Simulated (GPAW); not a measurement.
Consider Ta2N (P-3m1).

```xyz
3
Lattice="3.1129 0.0000 0.0000 -1.5564 2.6958 0.0000 0.0000 0.0000 4.8698" Properties=species:S:1:pos:R:3 pbc="T T T"
Ta    0.0000    1.7972    1.2404
Ta    1.5564    0.8986    3.6294
N     0.0000    0.0000    0.0000
```

Absorber: atom 3, with 6 Ta at 2.18 Å (octahedral, site symmetry -3m). Method: GPAW, LDA, excited-electron core hole (neutral cell), 12-atom cell with 5.8 Å between holes, 4×4×4 k points, dipole transitions, Gaussian full width 0.9 eV up to 4 eV, rising linearly to 3.5 eV at 25 eV, without spin-orbit coupling.

Question: What does the N K edge look like?

Main maxima up to 24 eV above the zero (height): 1.3 eV (2.62), 3.0 eV (1.69), 5.0 eV (1.66), 9.4 eV (1.19) and 13.1 eV (0.78). A K edge sees empty p states; the first features are N p mixed into the empty d states of the Ta neighbours, and the broad ones above probably into the cations' higher empty bands. The total-energy difference is 403.06 eV. One term is added: -7.76 eV, since the hole is spin-paired here and a spin-polarised one costs that much less in the free atom (computed apart). The photon energy is then 395.30 eV. The functional leaves an error in such absolute values: in the free atom LDA prices this hole 3.5 eV below PBE (computed apart), and PBE is itself good to a few eV.

The N K spectrum (energy from the lowest empty level; intensity scaled to a mean of 1 over the first 20 eV; polarised curves are means over the symmetry-equivalent atoms):

```tsv
E (eV)	isotropic	ε ⊥ c	ε ∥ c
-2.0	0.00	0.00	0.00
-1.4	0.00	0.00	0.00
-0.8	0.04	0.03	0.05
-0.2	0.51	0.46	0.62
0.4	1.51	1.57	1.38
1.0	2.37	2.59	1.93
1.6	2.44	2.33	2.66
2.2	1.63	1.33	2.23
2.8	1.66	1.54	1.89
3.4	1.53	1.36	1.87
4.0	1.28	1.23	1.39
4.6	1.55	1.75	1.16
5.2	1.61	1.95	0.93
5.8	1.29	1.57	0.74
6.4	0.96	1.07	0.72
7.0	0.88	0.83	0.98
7.6	0.89	0.71	1.24
8.2	0.88	0.68	1.30
8.8	1.07	0.94	1.35
9.4	1.19	1.16	1.25
10.0	1.07	1.10	1.00
10.6	0.82	0.85	0.75
11.2	0.63	0.67	0.55
11.8	0.61	0.70	0.43
12.4	0.70	0.85	0.41
13.0	0.77	0.92	0.48
13.6	0.74	0.83	0.57
14.2	0.64	0.65	0.63
14.8	0.56	0.51	0.67
15.4	0.54	0.47	0.68
16.0	0.54	0.48	0.67
16.6	0.53	0.47	0.64
17.2	0.49	0.45	0.59
17.8	0.45	0.41	0.52
18.4	0.41	0.38	0.47
19.0	0.40	0.37	0.47
19.6	0.43	0.38	0.52
20.2	0.47	0.41	0.60
20.8	0.52	0.44	0.68
21.4	0.55	0.46	0.73
22.0	0.58	0.49	0.76
22.6	0.60	0.52	0.76
23.2	0.62	0.56	0.74
23.8	0.64	0.60	0.71
24.4	0.65	0.64	0.67
25.0	0.65	0.67	0.62
25.6	0.67	0.72	0.57
26.2	0.68	0.77	0.52
26.8	0.71	0.83	0.47
27.4	0.73	0.88	0.44
28.0	0.75	0.92	0.42
28.6	0.76	0.93	0.43
29.2	0.76	0.91	0.46
29.8	0.74	0.86	0.52
30.4	0.71	0.78	0.58
31.0	0.68	0.69	0.64
31.6	0.64	0.62	0.69
```

The holes are only 5.8 Å apart, so the shape is probably not converged with cell size; no larger cell was run here. The mesh is coarse (0.33 Å⁻¹ between points), so small maxima may be mesh ripples. Lifetime broadening is put in by hand, and intensities beyond about 20 eV depend on it and on the partial waves; weight that the partial waves miss at high energy is lost. The structure is a computed Materials Project entry and may be a hypothetical form.

[Banner, clock and machine lines of the logs are left out without a mark of their own.]

[Logs are printed without paths, hosts, clocks, repeated set-up lines and the standing remarks that a program may print on its own settings, such as how far it seeks lower states.]

[Hosts, paths, dates, database ids (printed as entryN), source tags and the programs' standing remarks are cut or masked in the printed files.]

[Lists of maxima count a maximum above −3 eV only where it reaches 4 % of the highest in the window and stands out from its surroundings by 2 % of it (1.5 % where it reaches 55 %); shoulders and weaker maxima are passed over, and of the rest the first, up to two pre-edge ones and the few strongest are named.]
